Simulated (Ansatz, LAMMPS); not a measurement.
# Static equation of state of amorphous carbon at 2.60 g/cm^3 (96 atoms)

Density of this cell: 2.59 g/cm³. The cell holds 96 atoms: 96 C. Cell: a = 9.257 Å, b = 9.156 Å, c = 8.802 Å, α = 92.0°, β = 83.9°, γ = 87.2°. The starting structure: 96 atoms (96 C) placed at random at 2.6 g/cm³, melted at 6000 K for 10 ps at fixed volume with the LCBOP (Los and Fasolino, Phys. Rev. B 68, 024107 (2003)). Quenched from 6000 K to 300 K at 200 K/ps and fixed volume, held 5 ps, then minimised at fixed cell.

Calculated with Ansatz 0.2.0: Kohn-Sham DFT, PBE, PAW (set soft_2), plane waves; cutoff 420 eV, k-mesh 2×2×2, gaussian smearing of 0.05 eV. Cell and atoms were relaxed first, to V0 = 7.7122 Å³ an atom at a residual P0 = 0.000 GPa. The cell was then scaled evenly, and the atoms were relaxed at each volume.

| volume (Å³/atom) | pressure (GPa) |
| --- | --- |
| 6.9410 | ? |
| 7.2495 | 16.67 |
| 7.4808 | 7.818 |
| 7.9436 | -6.852 |
| 8.1749 | -12.84 |

Task: Fit the third-order Birch–Murnaghan equation to the rows given and extrapolate to the withheld row.

Worked fit:

Take the Eulerian strain f = ½[(V0/V)^(2/3) − 1] and the normalised pressure F = (P − P0) / [3f(1 + 2f)^(5/2)]. The third-order Birch–Murnaghan equation is then the line F = B0 + (3/2)B0(B′ − 4) f, so u = f and v = F.

| u = f | v = F (GPa) |
| --- | --- |
| 0.0210565 | 238.059 |
| 0.0102567 | 241.491 |
| -0.00975664 | 245.926 |
| -0.0190503 | 247.495 |

With n = 4: mean u = 6.2654e-4, mean v = 243.243, Σ(u − ū)² = 0.0010051, Σ(u − ū)(v − v̄) = -0.23431. Slope b = -0.23431 / 0.0010051 = -233.11; intercept a = v̄ − b ū = 243.39.

So B0 = a = 243 GPa and B′ = 4 + 2b/(3a) = 3.36. At the withheld volume f = 0.03638, F = a + b f = 234.9 GPa, and P = P0 + 3f(1 + 2f)^(5/2) F.

Prediction at 6.9410: 30.56 GPa. The run gave 30.11 GPa, so the fit is high by 0.46 GPa (1.5 % of the value).

Among the rows given, the largest miss of the fit is at 7.2495, by 0.030 GPa (0.069 % of the range of the table).

Limits: Static cells at zero temperature; the cell shape is held. The program notes that the SCF threshold of these relaxations is loose for the stress. The quench rate of 200 K/ps is many orders above laboratory rates, so the cell is likely richer in defects and strain than a real sample. The network of bonds at the start is that of the classical potential that made the cell, and needn't be the one that DFT or experiment would give.

[Hosts, paths, dates, database ids (printed as entryN), source tags and the programs' standing remarks are cut or masked in the printed files.]
